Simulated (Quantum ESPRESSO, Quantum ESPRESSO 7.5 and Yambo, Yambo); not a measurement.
# BiOCl (P4/nmm): G0W0 on several meshes in Yambo

Aim: the GW shift of BiOCl (P4/nmm) against the k mesh.

Program: Quantum ESPRESSO 7.5 and Yambo 5.3.0. Level of theory: PBEsol and many-body steps on it, plane waves. Results are calculated unless marked as measured.

### Step 1. The starting structure

It takes space group P4/nmm (No. 129, tetragonal). The conventional cell has a = 3.886 Å, b = 3.886 Å, c = 7.349 Å, α = 90.00°, β = 90.00°, γ = 90.00°. Bi has 4 O at 2.31 Å and 4 Cl at 3.06 Å nearest. Cl has 4 Bi at 3.06 Å nearest. O has 4 Bi at 2.31 Å nearest. Farther neighbours and most contacts between anions are not listed.

The cell and positions come from the Crystallography Open Database and are kept as given unless a step says otherwise. Spin-orbit coupling is left out unless a step names it.

### Step 2. Empty states on the mesh, 4×4×2 mesh, 367 bands

This step: Quantum ESPRESSO 7.5; DFT, PBEsol, plane waves, norm-conserving pseudopotentials.

The sums over transitions need many empty states on a uniform mesh; this step solves for them.

Input file pw.in:

```
&control
  calculation = 'nscf'
  prefix = 'x'
  outdir = 'o'
  pseudo_dir = 'pseudo'
/
&system
  ibrav = 0
  nat = 6
  ntyp = 3
  ecutwfc = 76.0
  nbnd = 367
  force_symmorphic = .true.
/
&electrons
  conv_thr = 1e-9
  electron_maxstep = 80
  diago_full_acc = .true.
  diago_thr_init = 5e-6
/
ATOMIC_SPECIES
  Bi 208.98 Bi.upf
  Cl 35.45 Cl.upf
  O 15.999 O.upf
CELL_PARAMETERS angstrom
  3.8855100000 0.0000000000 0.0000000000
  0.0000000000 3.8855100000 0.0000000000
  0.0000000000 0.0000000000 7.3489000000
ATOMIC_POSITIONS crystal
  Bi 0.5000000000 0.0000000000 0.3290400000
  Bi 0.0000000000 0.5000000000 0.6709600000
  Cl 0.0000000000 0.5000000000 0.1472000000
  Cl 0.5000000000 0.0000000000 0.8528000000
  O 0.0000000000 0.0000000000 0.5000000000
  O 0.5000000000 0.5000000000 0.5000000000
K_POINTS automatic
  4 4 2 0 0 0
```

Run with:

```console
> OMP_NUM_THREADS=1 mpirun -n 4 pw.x -nk 4 -in pw.in > pw.out
```

The program printed:

```text
Program PWSCF v.7.5 starts

     This program is part of the open-source Quantum ESPRESSO suite
     for quantum simulation of materials; please cite
         "P. Giannozzi et al., J. Phys.:Condens. Matter 21 395502 (2009);
         "P. Giannozzi et al., J. Phys.:Condens. Matter 29 465901 (2017);
         "P. Giannozzi et al., J. Chem. Phys. 152 154105 (2020);
     in publications or presentations arising from this work. More details at

     Atomic positions and unit cell read from directory:
     o/x.save/

     Message from routine setup:
[...]
32.8730  32.9359  32.9523  33.2868  33.9310  34.0057  34.1491  34.7757
     [... 34 further rows ...]
   115.8440 115.9618 116.4600 116.7281 116.8029 116.9403 117.2952 117.4933
   117.8150 118.1432 118.2441 118.5465 118.5814 118.9239 119.0593

          k = 0.0000 0.2500-0.2644 (  8390 PWs)   bands (ev):

     [... further k-points ...]

     highest occupied, lowest unoccupied level (ev):     8.8914   11.5183

     XML data file, pseudopotentials, collected wavefunctions

=------------------------------------------------------------------------------=
   JOB DONE.
=------------------------------------------------------------------------------=
```

The job ended after 2.5 min (4 MPI ranks of Arm Neoverse V2, shared host; peak memory 1.3 GiB; 9.9 min of CPU time).

This step gave:

```yaml
gap: 2.627 eV
k_of_the_valence_top: 0, -0.5, -0.5
k_of_the_conduction_bottom: 0, 0, -0.5
least_direct_gap: 2.931 eV
k_points_computed: 12
lowest_point_of_the_top_converged_band_above_the_valence_top: 109.8694 eV
```

On this mesh the gap is 2.627 eV.

The density comes from a self-consistent run that is not shown.

### Step 3. Conversion and set-up

This step: Yambo 5.3.0; conversion and set-up on PBEsol, plane waves, norm-conserving pseudopotentials.

The states are converted to the many-body program's format and the q mesh is built.

Run with:

```console
> (cd o/x.save; p2y > p2y.log; mv SAVE ../..); yambo > setup.log
```

The program printed:

```text
 Yambo, version 5.3.0

 [02] CORE Variables Setup
 =========================

  [02.01] Unit cells
  ==================

  Cell kind             :  Unknown
  Atoms in the cell     :  Bi  Cl  O
  number of Bi atoms    :  2
  number of Cl atoms    :  2
  number of O  atoms    :  2

  List of atomic masses
  Mass of Bi    :  208.9800
  Mass of Cl    :  35.45000
  Mass of O     :  15.99900

  List of atomic coordinates    : [cc]
  Bi1       :  3.671275  0.000000  4.569513  order 1
  Bi2       :  0.000000  3.671275  9.317895  order 2
[...]
K/Q-points units:
 rlu = crystal or reduced units; cc = cartesian coordinates; iku = interal k-units

 Q [ 1]         [rlu]:  0.000000  0.000000  0.000000
 Q [ 2]         [rlu]:  0.000000  0.000000 -0.500000
 Q [ 3]         [rlu]:  0.000000  0.250000  0.000000
[...]
Q [ 8]         [rlu]:  0.250000  0.250000 -0.500000
 Q [ 9]         [rlu]:  0.250000 -0.500000  0.000000
 Q [10]         [rlu]:  0.250000 -0.500000 -0.500000
 Q [11]         [rlu]: -0.500000 -0.500000  0.000000
 Q [12]         [rlu]: -0.500000 -0.500000 -0.500000

  [03.01] X indexes
  =================

   [03.01.01] Sigma indexes
   ========================

 [06] Game Over & Game summary
```

Wall time 3.1 s (1 MPI rank); peak memory 0.25 GiB.

### Step 4. 4×4×2

G0W0 replaces the xc potential by the self-energy, built once from these orbitals. Only a window of levels is corrected, while the sums run over the empty bands that the input names.

This step: G0W0 on PBEsol, plane waves, norm-conserving pseudopotentials.

Input file gw2.in:

```
HF_and_locXC
gw0
dyson
ppa
em1d
rim_cut
RandQpts= 1000000
RandGvec= 1 RL
EXXRLvcs= 76 Ry
VXCRLvcs= 304 Ry
Chimod= "HARTREE"
% BndsRnXp
 1 | 171 |
%
NGsBlkXp= 9 Ry
% LongDrXp
 1 | 1 | 1 |
%
% GbndRnge
 1 | 171 |
%
DysSolver= "n"
ExtendOut
PPAPntXp= 27.21138 eV
% QPkrange
 6 | 6 | 35 | 38 |
 2 | 2 | 35 | 38 |
 1 | 1 | 35 | 38 |
%
```

Run with:

```console
> OMP_NUM_THREADS=1 mpirun -n 4 yambo -F gw2.in -J gw2 -C gw2 > gw2.log
```

The program printed:

```text
 Yambo, version 5.3.0

 [02] CORE Variables Setup
 =========================

  [... cell, symmetries and grids as in the set-up ...]

  [02.05] Energies & Occupations
  ==============================

  [X] === General ===
  [X] Electronic Temperature                        :  0.000000  0.000000 [eV K]
  [X] Bosonic    Temperature                        :  0.000000  0.000000 [eV K]
  [X] Finite Temperature mode                       : no
  [X] El. density                                   :  0.64895E+24 [cm-3]
  [X] Fermi Level                                   :  8.891356 [eV]

  [X] === Gaps and Widths ===
  [X] Conduction Band Min                           :  2.626958 [eV]
  [X] Valence Band Max                              :  0.000000 [eV]
  [X] Filled Bands                                  :   36
  [X] Empty Bands                                   :    37   367
  [X] Direct Gap                                    :  2.930673 [eV]
  [X] Direct Gap localized at k                     :  2
  [X] Indirect Gap                                  :  2.626958 [eV]
  [X] Indirect Gap between kpts                     :   6   2
  [X] Last valence band width                       :  0.695910 [eV]
  [X] 1st conduction band width                     :  2.003322 [eV]

 [03] Transferred momenta grid and indexing
 ==========================================

 IBZ Q-points                                      :  12
 BZ  Q-points                                      :   32

 K/Q-points units:
 rlu = crystal or reduced units; cc = cartesian coordinates; iku = interal k-units

 Q [ 1]         [rlu]:  0.000000  0.000000  0.000000
 Q [ 2]         [rlu]:  0.000000  0.000000 -0.500000
 Q [ 3]         [rlu]:  0.000000  0.250000  0.000000
 Q [ 4]         [rlu]:  0.000000  0.250000 -0.500000
 Q [ 5]         [rlu]:  0.000000 -0.500000  0.000000
 Q [ 6]         [rlu]:  0.000000 -0.500000 -0.500000
 Q [ 7]         [rlu]:  0.250000  0.250000  0.000000
 Q [ 8]         [rlu]:  0.250000  0.250000 -0.500000
 Q [ 9]         [rlu]:  0.250000 -0.500000  0.000000
 Q [10]         [rlu]:  0.250000 -0.500000 -0.500000
 Q [11]         [rlu]: -0.500000 -0.500000  0.000000
 Q [12]         [rlu]: -0.500000 -0.500000 -0.500000

 [04] Coloumb potential Random Integration (RIM)
 ===============================================

  [04.01] RIM initialization
  ==========================

  * Diagonal components only detected *

  8 x (sBL volume)        :  0.082826 [a.u.]
  sBZ random points       :  1000000
  Points outside the sBZ  :   7992674
  RL volume               :  0.331302 [a.u.]
  Integrated volume       :  0.331606 [a.u.]

  [04.02] RIM integrals
  =====================

  Gamma point sphere radius             :  0.079069 [a.u.]
  Points outside the sphere             :   799840
  [Int_sBZ(q=0) 1/q^2]*(Vol_sBZ)^(-1/3) =:  7.675753
                                 should be <:  7.795600

  Summary of Coulomb integrals for non-metallic bands |Q|[au] RIM/Bare

  Q [1] 0.100000E-4 0.984626 * Q [3] 0.213931 1.039573
  Q [2] 0.226219 1.071722 * Q [7] 0.302544 1.044481
  Q [4] 0.311354 1.052616 * Q [8] 0.377767 1.036265
  Q [5] 0.427861 1.016490 * Q [9] 0.478363 1.015688
  Q [6] 0.483984 1.017078 * Q [10] 0.529156 1.015087
  Q [11] 0.605087 1.009990 * Q [12] 0.645992 1.009529

 [WARNING] [Xp] User bands 1-171 break level degeneracy

 [05] Dipoles
 ============

  [05.01] Setup: observables and procedures
  =========================================

  [WARNING] [x,Vnl] slows the Dipoles computation. To neglect it rename the ns.kb_pp file

 [06] Dynamic Dielectric Matrix (PPA)
 ====================================

 [WR./gw2//ndb.pp]---------------------------------------------------------------
  Brillouin Zone Q/K grids (IBZ/BZ)                :   12   32   12   32
  RL vectors                                       :  10253 [WF]
  Coulomb cutoff potential                         : none
  Electronic Temperature                           :  0.000000 [K]
  Bosonic    Temperature                           :  0.000000 [K]
  PPA    diel. fun.  energies                      : Perdew, Burke & Ernzerhof SOL(X)+Perdew, Burke & Ernzerhof SOL(C)
  wavefunctions                                    : Perdew, Burke & Ernzerhof SOL(X)+Perdew, Burke & Ernzerhof SOL(C)
  Global Gauge                                     : length
  X matrix size                                    :   353
  X band range                                     :    1  171
  X e/h energy range                               : -1.000000 -1.000000 [eV]
  X Time ordering                                  : R
  X Hxc Kernel                                     : HARTREE
  X Drude frequency                                :  0.000000  0.000000
  X poles                                          :  100.0000 [o/o]
  RL vectors in the sum                            :  10253
  [r,Vnl] included                                 : yes
  Field direction                                  :  0.577350E-5  0.577350E-5  0.577350E-5
  BZ energy Double Grid                            : no
  BZ energy DbGd points                            : 0
  BZ Q point size factor                           : -1.000000
  X Optical Averaged directions                    : none

 [07] Local Exchange-Correlation + Non-Local Fock
 ================================================

 [VXC] Plane waves :   67045
 [EXS] Plane waves :   8371

 QP @ state[ 1 ] K range:  1  2
 QP @ state[ 1 ] b range:   35   38
 QP @ state[ 2 ] K range:   6   6
 QP @ state[ 2 ] b range:   35   38

 [xc] Functional : Perdew, Burke & Ernzerhof SOL(X)+Perdew, Burke & Ernzerhof SOL(C)
 [xc] LIBXC used to calculate xc functional
  PP Number of Atomic Species                      :  3
  NLCC RL compoments                               :   67045
  PP Number of Atomic Species                      :  3
  NLCC RL compoments                               :   67045

 [xc] E_xc :  -46.39211 [Ha]
      E_xc :  -92.78422 [Ry]

  Local XC kind (lXC) : Perdew, Burke & Ernzerhof SOL(X)+Perdew, Burke & Ernzerhof SOL(C)
  Non-Local XC kind (nlXC) : Hartree-Fock

  Corrections @ K [1] :  [eV]
 <35|nlXC|35> = -19.10003 -0.10278E-18 <35|lXC|35> = -15.05437  0.000000
 <36|nlXC|36> = -20.13188  0.47220E-17 <36|lXC|36> = -16.68752  0.37763E-15
 <37|nlXC|37> = -9.173246  0.38753E-18 <37|lXC|37> = -13.26145 -0.18882E-15
 <38|nlXC|38> = -9.134429  0.83239E-18 <38|lXC|38> = -13.21543  0.000000

  Corrections @ K [2] :  [eV]
 <35|nlXC|35> = -22.10227 -0.14217E-16 <35|lXC|35> = -18.15270  0.94408E-16
 <36|nlXC|36> = -18.55190 -0.18828E-16 <36|lXC|36> = -14.79486 -0.94408E-16
[...]
Corrections @ K [6] :  [eV]
[...]
<36|nlXC|36> = -19.65600  0.27951E-17 <36|lXC|36> = -16.34248 -0.47204E-16
 <37|nlXC|37> = -9.315916  0.12012E-17 <37|lXC|37> = -13.49397  0.47204E-16
 <38|nlXC|38> = -9.315919  0.63180E-18 <38|lXC|38> = -13.49397 -0.18882E-15

 [08] Dyson equation: Newton solver
 ==================================

  [08.01] G0W0 (W PPA)
  ====================

  [  GW  ] Bands range     :    1  171
  [GW/PPA] G damping       :  0.100000 [eV]

  QP @ state[ 1 ] K range:  1  2
  QP @ state[ 1 ] b range:   35   38
  QP @ state[ 2 ] K range:   6   6
  QP @ state[ 2 ] b range:   35   38

   Sc/G bands                                       :    1  171
   Sc/G damping                                     :  0.100000 ev
   Sc bands terminator                              : no
   Sx RL components                                 :   8371

   QP @ state[ 1 ] K range                          :  1  2
   QP @ state[ 1 ] b range                          :   35   38
   QP @ state[ 2 ] K range                          :   6   6
   QP @ state[ 2 ] b range                          :   35   38
   GF energies kind                                 : Perdew, Burke & Ernzerhof SOL(X)+Perdew, Burke & Ernzerhof SOL(C)
   GF WF`s kind                                     : Perdew, Burke & Ernzerhof SOL(X)+Perdew, Burke & Ernzerhof SOL(C)
   Xs energies kind                                 : Perdew, Burke & Ernzerhof SOL(X)+Perdew, Burke & Ernzerhof SOL(C)
   Xs WF`s kind                                     : Perdew, Burke & Ernzerhof SOL(X)+Perdew, Burke & Ernzerhof SOL(C)

 [11] Game Over & Game summary
```

The job ended after 6.3 min (4 MPI ranks; peak memory 3.4 GiB).

Numbers from this step:

| Quantity | Value |
| --- | --- |
| G0W0 gap on the points computed | 3.755 eV |
| starting gap on the mesh | 2.627 eV |
| k of the valence top | 0, -0.5, -0.5 |
| k of the conduction bottom | 0, 0, -0.5 |
| least direct G0W0 gap on the computed points | 3.771 eV |
| Z at the valence top | 0.7934 |
| Z at the conduction bottom | 0.8335 |

The gap on the mesh goes from 2.63 eV to 3.75 eV, a correction of +1.13 eV.

### Step 5. Empty states on the mesh, 2×2×1 mesh, 171 bands

This step: Quantum ESPRESSO 7.5; DFT, PBEsol, plane waves, norm-conserving pseudopotentials.

pw.in: that of step 2 with these lines changed.

```diff
@@ -11,3 +11,3 @@
   ecutwfc = 76.0
-  nbnd = 367
+  nbnd = 171
   force_symmorphic = .true.
@@ -36,2 +36,2 @@
 K_POINTS automatic
-  4 4 2 0 0 0
+  2 2 1 0 0 0
```

Run with:

```console
> OMP_NUM_THREADS=1 mpirun -n 4 pw.x -nk 4 -in pw.in > pw.out
```

The program printed:

```text
[banner, memory and clock lines left out]
Program PWSCF v.7.5 starts

     Atomic positions and unit cell read from directory:
     o/x.save/

     Message from routine setup:
     using ibrav=0 with symmetry is DISCOURAGED, use correct ibrav instead

     Message from routine divide_et_impera:
     suboptimal parallelization: some nodes have no k-points

     G-vector sticks info

     bravais-lattice index     =            0
     lattice parameter (alat)  =       7.3425  a.u.
     unit-cell volume          =     748.7124 (a.u.)^3
     number of atoms/cell      =            6
[...]
-143.3218-143.3218 -81.3555 -81.3555 -81.3492 -81.3492 -81.3490 -81.3490
[...]
[... 10 further rows ...]
[...]
66.7855  66.7855  67.2799

          k =-0.5000-0.5000 0.0000 (  8444 PWs)   bands (ev):

  -143.3219-143.3219 -81.3555 -81.3555 -81.3493 -81.3493 -81.3491 -81.3491
[...]
31.6416  31.6416  31.8701  31.8701  33.7201  33.7201  35.0046  35.0046
     [... 10 further rows ...]
    65.2190  65.2190  66.4741  66.4741  66.6954  66.6954  67.0538  67.0538
    67.4597  67.4597  67.6134

     highest occupied, lowest unoccupied level (ev):     8.8855   12.0217

     XML data file, pseudopotentials, collected wavefunctions
```

Wall time 13 s (4 MPI ranks); peak memory 0.62 GiB.

This step gave:

```yaml
gap: 3.136 eV
k_of_the_valence_top: 0, -0.5, 0
k_of_the_conduction_bottom: 0, 0, 0
least_direct_gap: 3.826 eV
k_points_computed: 3
lowest_point_of_the_top_converged_band_above_the_valence_top: 58.3945 eV
```

On this mesh the gap is 3.136 eV.

(Part 1 of 2 ends here.)

[Paths, hosts, dates, memory and timing lines, banners, echoed tables and standing remarks are left out of the program output.]

[Logs are printed without paths, hosts, clocks, repeated set-up lines and the standing remarks that a program may print on its own settings, such as how far it seeks lower states.]

[Runs of the session that timed out or met a known fault of the program may be left out.]

[Hosts, paths, dates, database ids (printed as entryN), source tags and the programs' standing remarks are cut or masked in the printed files.]
